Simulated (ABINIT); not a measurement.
# Completion of the band sum in GW: Ba2MgH6 (P-3m1)

Can a closure trick stand in for empty bands in GW on Ba2MgH6 (P-3m1)?

Main program and level: ABINIT 10.8.3; LDA and many-body steps on it, plane waves.

The raw output is cut from this account; settings, times and results stay.

### 1. Set-up

The structure is trigonal, space group P-3m1 (No. 164). Conventional cell: a = 5.718 Å, b = 5.718 Å, c = 4.538 Å, α = 90.00°, β = 90.00°, γ = 120.00°. Nearest to Ba lie 12 H at 2.75 to 2.87 Å. Nearest to Mg lie 6 H at 1.97 Å. Nearest to H lie 1 Mg at 1.97 Å and 4 H at 2.65 to 2.80 Å and 4 Ba at 2.75 to 2.87 Å. Farther neighbours, and contacts between anions beyond the nearest, are not listed.

As a file:

```cif
data_structure
_symmetry_space_group_name_H-M 'P-3m1'
_symmetry_Int_Tables_number 164
_cell_length_a 5.7178
_cell_length_b 5.7178
_cell_length_c 4.5383
_cell_angle_alpha 90.000
_cell_angle_beta 90.000
_cell_angle_gamma 120.000
_cell_volume 128.49
loop_
_atom_site_label
_atom_site_type_symbol
_atom_site_symmetry_multiplicity
_atom_site_Wyckoff_symbol
_atom_site_fract_x
_atom_site_fract_y
_atom_site_fract_z
_atom_site_occupancy
Ba1 Ba 2 d 0.66667 0.33333 0.26704 1
Mg1 Mg 1 a 0.00000 0.00000 0.00000 1
H1 H 6 i 0.82963 0.65927 0.77533 1
```

The cell and positions are those that the Materials Project relaxed with its own functionals (PBE, PBE+U or r2SCAN), kept fixed.

### 2. Empty states on the mesh, 3×3×2 mesh, 125 bands

This step: ABINIT 10.8.3; DFT, LDA, plane waves, norm-conserving pseudopotentials.

The sums over transitions need many empty states on a uniform mesh; this step solves for them.

Contents of run.abi:

```
acell 3*1.0 Angstrom
rprim 
  5.717818886904 0.000000000024 0.000000000000
  -2.858909443473 4.951776410285 0.000000000000
  0.000000000000 0.000000000000 4.538310090000
ntypat 3
znucl 56 12 1
natom 9
typat 1 1 2 3 3 3 3 3 3
xred 
  0.666666666667 0.333333333333 0.267038260000
  0.333333333333 0.666666666667 0.732961740000
  0.000000000000 0.000000000000 0.000000000000
  0.829634400000 0.659268800000 0.775326710000
  0.829634400000 0.170365600000 0.775326710000
  0.340731200000 0.170365600000 0.775326710000
  0.170365600000 0.340731200000 0.224673290000
  0.170365600000 0.829634400000 0.224673290000
  0.659268800000 0.829634400000 0.224673290000
pp_dirpath "pseudos"
pseudos "Ba.upf, Mg.upf, H.upf"
ecut 38
ngkpt 3 3 2
nshiftk 1
shiftk 0 0 0
kptopt 1
chksymbreak 0
iscf -2
irdden 1
istwfk *1
nband 125
nbdbuf 10
tolwfr 1e-09
nstep 60
prtvol 0
indata_prefix "in"
outdata_prefix "out"
tmpdata_prefix "tmp"
```

Command:

```sh
> OMP_NUM_THREADS=1 mpirun -n 4 abinit run.abi > log
```

Elapsed: 78 s, on 4 MPI ranks of Arm Neoverse V1, shared host; peak memory 0.45 GiB.

Numbers from this step:

| Item | Value |
| --- | --- |
| gap | 2.607 eV |
| k of the valence top | 0.3333, 0, 0 |
| k of the conduction bottom | 0, 0, 0 |
| least direct gap | 2.729 eV |
| k points computed | 6 |
| lowest point of the top converged band, above the valence top | 40.98 eV |

On this mesh the gap is 2.607 eV.

The density comes from a self-consistent run that is not shown.

### 3. Screening, 3×3×2 mesh, 115 bands, screening to 122.5 eV

The RPA dielectric matrix is built and inverted for each q.

This step: RPA screening on LDA, plane waves, norm-conserving pseudopotentials.

run.abi, as its differences from that of step 2:

```diff
@@ -27,10 +27,11 @@
 chksymbreak 0
-iscf -2
-irdden 1
 istwfk *1
-nband 125
-nbdbuf 10
-tolwfr 1e-09
-nstep 60
-prtvol 0
+occopt 1
+irdwfk 1
+optdriver 3
+nband 115
+ecuteps 4.5
+inclvkb 2
+awtr 1
+symchi 1
 indata_prefix "in"
```

Wall time 43 s (4 MPI ranks); peak memory 1.4 GiB.

This step gave:

```
ε∞ with local fields, on this mesh    : 6.120
ε∞ without local fields, on this mesh : 6.836
plasma frequency                      : 19.65 eV
plane waves in the screening matrix   : 381
```

Local fields lower ε∞ by 10 %. On a Γ-centred mesh this coarse the value itself is usually too large, while a short band sum pulls it down.

### 4. 115 bands

The self-energy is evaluated for the states that the input lists, and the quasiparticle equation is solved.

This step: G0W0 on LDA, plane waves, norm-conserving pseudopotentials.

run.abi, as its differences from that of step 3:

```diff
@@ -30,8 +30,17 @@
 irdwfk 1
-optdriver 3
+optdriver 4
 nband 115
+gwcalctyp 0
+ecutsigx 38
+symsigma 1
+nkptgw 2
+kptgw 
+  0.3333333333 0.0000000000 0.0000000000
+  0.0000000000 0.0000000000 0.0000000000
+bdgw 
+  17 20
+  17 21
 ecuteps 4.5
-inclvkb 2
-awtr 1
-symchi 1
+irdscr 1
+ppmodel 1
 indata_prefix "in"
```

The job ended after 20 s (4 MPI ranks; peak memory 1.1 GiB).

Numbers from this step:

| Property | Result |
| --- | --- |
| G0W0 gap on the mesh | 4.203 eV |
| starting gap on the mesh | 2.607 eV |
| k of the valence top | 0.3333, 0, 0 |
| k of the conduction bottom | 0, 0, 0 |
| Z at the valence top | 0.782 |
| Z at the conduction bottom | 0.821 |
| least direct G0W0 gap on the computed points | 4.307 eV |

The gap on the mesh goes from 2.61 eV to 4.20 eV, a correction of +1.60 eV.

### 5. Screening, 3×3×2 mesh, 26 bands, screening to 122.5 eV

This step: RPA screening on LDA, plane waves, norm-conserving pseudopotentials.

run.abi, as its differences from that of step 4:

```diff
@@ -30,17 +30,8 @@
 irdwfk 1
-optdriver 4
-nband 115
-gwcalctyp 0
-ecutsigx 38
-symsigma 1
-nkptgw 2
-kptgw 
-  0.3333333333 0.0000000000 0.0000000000
-  0.0000000000 0.0000000000 0.0000000000
-bdgw 
-  17 20
-  17 21
+optdriver 3
+nband 26
 ecuteps 4.5
-irdscr 1
-ppmodel 1
+inclvkb 2
+awtr 1
+symchi 1
 indata_prefix "in"
```

Wall time 7.1 s (4 MPI ranks); peak memory 0.94 GiB.

Numbers from this step:

```yaml
eps_infinity_with_local_fields_on_this_mesh: 5.673
eps_infinity_without_local_fields_on_this_mesh: 6.167
plasma_frequency: 19.65 eV
plane_waves_in_the_screening_matrix: 381
```

### 6. 26 bands

This step: G0W0 on LDA, plane waves, norm-conserving pseudopotentials.

run.abi, as its differences from that of step 5:

```diff
@@ -30,8 +30,17 @@
 irdwfk 1
-optdriver 3
+optdriver 4
 nband 26
+gwcalctyp 0
+ecutsigx 38
+symsigma 1
+nkptgw 2
+kptgw 
+  0.3333333333 0.0000000000 0.0000000000
+  0.0000000000 0.0000000000 0.0000000000
+bdgw 
+  17 20
+  17 21
 ecuteps 4.5
-inclvkb 2
-awtr 1
-symchi 1
+irdscr 1
+ppmodel 1
 indata_prefix "in"
```

It took 7.9 s on 4 MPI ranks; peak memory 0.85 GiB.

Numbers from this step:

| Quantity | Value |
| --- | --- |
| G0W0 gap on the mesh | 4.98 eV |
| starting gap on the mesh | 2.607 eV |
| k of the valence top | 0.3333, 0, 0 |
| k of the conduction bottom | 0, 0, 0 |
| Z at the valence top | 0.809 |
| Z at the conduction bottom | 0.848 |
| least direct G0W0 gap on the computed points | 5.081 eV |

Against G0W0 in ABINIT (3×3×2 mesh, 115 bands, screening to 122.5 eV, Godby-Needs plasmon pole), the gap moves by +0.777 eV.

### 7. Screening, 3×3×2 mesh, 26 bands, screening to 122.5 eV

This step: RPA screening on LDA, plane waves, norm-conserving pseudopotentials.

run.abi, as its differences from that of step 6:

```diff
@@ -30,17 +30,10 @@
 irdwfk 1
-optdriver 4
+optdriver 3
 nband 26
-gwcalctyp 0
-ecutsigx 38
-symsigma 1
-nkptgw 2
-kptgw 
-  0.3333333333 0.0000000000 0.0000000000
-  0.0000000000 0.0000000000 0.0000000000
-bdgw 
-  17 20
-  17 21
 ecuteps 4.5
-irdscr 1
-ppmodel 1
+inclvkb 2
+awtr 1
+symchi 1
+gwcomp 1
+gwencomp 3
 indata_prefix "in"
```

Wall time 22 s (4 MPI ranks); peak memory 1 GiB.

Numbers from this step:

```yaml
eps_infinity_with_local_fields_on_this_mesh: 5.711
eps_infinity_without_local_fields_on_this_mesh: 6.167
plasma_frequency: 19.65 eV
plane_waves_in_the_screening_matrix: 381
```

### 8. 26 bands, completed

This step: G0W0 on LDA, plane waves, norm-conserving pseudopotentials.

run.abi, as its differences from that of step 7:

```diff
@@ -30,8 +30,17 @@
 irdwfk 1
-optdriver 3
+optdriver 4
 nband 26
+gwcalctyp 0
+ecutsigx 38
+symsigma 1
+nkptgw 2
+kptgw 
+  0.3333333333 0.0000000000 0.0000000000
+  0.0000000000 0.0000000000 0.0000000000
+bdgw 
+  17 20
+  17 21
 ecuteps 4.5
-inclvkb 2
-awtr 1
-symchi 1
+irdscr 1
+ppmodel 1
 gwcomp 1
```

It took 8.3 s on 4 MPI ranks; peak memory 0.85 GiB; 33 s of CPU time.

Read from the output:

- G0W0 gap on the mesh: 4.871 eV
- starting gap on the mesh: 2.607 eV
- k of the valence top: 0.3333, 0, 0
- k of the conduction bottom: 0, 0, 0
- least direct G0W0 gap on the computed points: 4.974 eV

Against G0W0 in ABINIT (3×3×2 mesh, 115 bands, screening to 122.5 eV, Godby-Needs plasmon pole), the gap moves by +0.668 eV.

### 9. Screening, 3×3×2 mesh, 52 bands, screening to 122.5 eV

This step: RPA screening on LDA, plane waves, norm-conserving pseudopotentials.

run.abi, as its differences from that of step 8:

```diff
@@ -30,19 +30,8 @@
 irdwfk 1
-optdriver 4
-nband 26
-gwcalctyp 0
-ecutsigx 38
-symsigma 1
-nkptgw 2
-kptgw 
-  0.3333333333 0.0000000000 0.0000000000
-  0.0000000000 0.0000000000 0.0000000000
-bdgw 
-  17 20
-  17 21
+optdriver 3
+nband 52
 ecuteps 4.5
-irdscr 1
-ppmodel 1
-gwcomp 1
-gwencomp 3
+inclvkb 2
+awtr 1
+symchi 1
 indata_prefix "in"
```

Run time: 18 s. Hardware: 4 MPI ranks; peak memory 1.2 GiB; 71 s of CPU time.

Numbers from this step:

```
ε∞ with local fields, on this mesh    : 6.086
ε∞ without local fields, on this mesh : 6.814
plasma frequency                      : 19.65 eV
plane waves in the screening matrix   : 381
```

### 10. 52 bands

This step: G0W0 on LDA, plane waves, norm-conserving pseudopotentials.

run.abi, as its differences from that of step 9:

```diff
@@ -30,8 +30,17 @@
 irdwfk 1
-optdriver 3
+optdriver 4
 nband 52
+gwcalctyp 0
+ecutsigx 38
+symsigma 1
+nkptgw 2
+kptgw 
+  0.3333333333 0.0000000000 0.0000000000
+  0.0000000000 0.0000000000 0.0000000000
+bdgw 
+  17 20
+  17 21
 ecuteps 4.5
-inclvkb 2
-awtr 1
-symchi 1
+irdscr 1
+ppmodel 1
 indata_prefix "in"
```

Run time: 11 s. Hardware: 4 MPI ranks; peak memory 0.91 GiB.

Numbers from this step:

* G0W0 gap on the mesh: 4.183 eV
* starting gap on the mesh: 2.607 eV
* k of the valence top: 0.3333, 0, 0
* k of the conduction bottom: 0, 0, 0
* least direct G0W0 gap on the computed points: 4.295 eV

Against G0W0 in ABINIT (3×3×2 mesh, 115 bands, screening to 122.5 eV, Godby-Needs plasmon pole), the gap moves by −0.020 eV.

### 11. Screening, 3×3×2 mesh, 52 bands, screening to 122.5 eV

This step: RPA screening on LDA, plane waves, norm-conserving pseudopotentials.

run.abi, as its differences from that of step 10:

```diff
@@ -30,17 +30,10 @@
 irdwfk 1
-optdriver 4
+optdriver 3
 nband 52
-gwcalctyp 0
-ecutsigx 38
-symsigma 1
-nkptgw 2
-kptgw 
-  0.3333333333 0.0000000000 0.0000000000
-  0.0000000000 0.0000000000 0.0000000000
-bdgw 
-  17 20
-  17 21
 ecuteps 4.5
-irdscr 1
-ppmodel 1
+inclvkb 2
+awtr 1
+symchi 1
+gwcomp 1
+gwencomp 1.5
 indata_prefix "in"
```

Wall time 32 s (4 MPI ranks); peak memory 1.2 GiB.

Read from the output:

- ε∞ with local fields, on this mesh: 6.136
- ε∞ without local fields, on this mesh: 6.814
- plasma frequency: 19.65 eV
- plane waves in the screening matrix: 381

### 12. 52 bands, completed

This step: G0W0 on LDA, plane waves, norm-conserving pseudopotentials.

run.abi, as its differences from that of step 11:

```diff
@@ -30,8 +30,17 @@
 irdwfk 1
-optdriver 3
+optdriver 4
 nband 52
+gwcalctyp 0
+ecutsigx 38
+symsigma 1
+nkptgw 2
+kptgw 
+  0.3333333333 0.0000000000 0.0000000000
+  0.0000000000 0.0000000000 0.0000000000
+bdgw 
+  17 20
+  17 21
 ecuteps 4.5
-inclvkb 2
-awtr 1
-symchi 1
+irdscr 1
+ppmodel 1
 gwcomp 1
```

Run time: 12 s. Hardware: 4 MPI ranks; peak memory 0.91 GiB; 47 s of CPU time.

This step gave:

- G0W0 gap on the mesh: 4.239 eV
- starting gap on the mesh: 2.607 eV
- k of the valence top: 0.3333, 0, 0
- k of the conduction bottom: 0, 0, 0
- least direct G0W0 gap on the computed points: 4.345 eV

Against G0W0 in ABINIT (3×3×2 mesh, 115 bands, screening to 122.5 eV, Godby-Needs plasmon pole), the gap moves by +0.036 eV.

### 13. The runs together

Times are wall times on 4 MPI ranks of Arm Neoverse V1, shared host, good to a factor of about two. A run's time includes the screening step that it read.

```csv
run,mesh,bands,screening cutoff (eV),DFT gap (eV),gap on the mesh (eV),direct (eV),ε∞ used,time
115 bands,3×3×2,115,122.5,2.607,4.203,4.307,6.12,63 s
26 bands,3×3×2,26,122.5,2.607,4.980,5.081,5.67,15 s
"26 bands, completed",3×3×2,26,122.5,2.607,4.871,4.974,5.71,31 s
52 bands,3×3×2,52,122.5,2.607,4.183,4.295,6.09,29 s
"52 bands, completed",3×3×2,52,122.5,2.607,4.239,4.345,6.14,43 s
```

### 14. Outcome

| Quantity | Value |
| --- | --- |
| 115 bands | 4.203 eV |
| 26 bands | 4.980 eV |
| 26 bands, completed | 4.871 eV |
| 52 bands | 4.183 eV |
| 52 bands, completed | 4.239 eV |

26 bands: +0.777 eV against 115 bands. 26 bands, completed: +0.668 eV against 115 bands. 52 bands: −0.020 eV against 115 bands. 52 bands, completed: +0.036 eV against 115 bands. The row with most bands is itself short of the limit, so it is no exact reference, and agreement of a truncated run with it can be a cancellation between the edges. The 3×3×2 mesh is coarse for this cell, which bears on the long-range parts of exchange and screening. The many-body steps are scalar-relativistic: spin-orbit coupling is not in them.

[Long decimals in the printed logs are rounded to 6 places.]

[Logs are printed without paths, hosts, clocks, repeated set-up lines and the standing remarks that a program may print on its own settings, such as how far it seeks lower states.]

[Paths, hosts, dates, memory and timing lines, banners, echoed tables and standing remarks are left out of the program output; an Ansatz launch command may be rebuilt from the run's recorded settings. Measured values are a selection of at most five: reports struck by readers or far from the other reports are left out. None is set beside runs whose start may be inverted or whose files or cutoffs have a known fault.]

[Runs of the session that timed out or met a known fault of the program may be left out.]

[Hosts, paths, dates, database ids (printed as entryN), source tags and the programs' standing remarks are cut or masked in the printed files.]

[G0W0 gaps are taken among the corrected bands and points alone; a level outside them can change the order at an edge.]

[Where Ansatz stands beside ABINIT at settings called matched, ABINIT's density can come from a denser mesh and the files from another edition; pairs whose starting gaps differed by over 0.03 eV were left out, so agreement reads better than it is.]
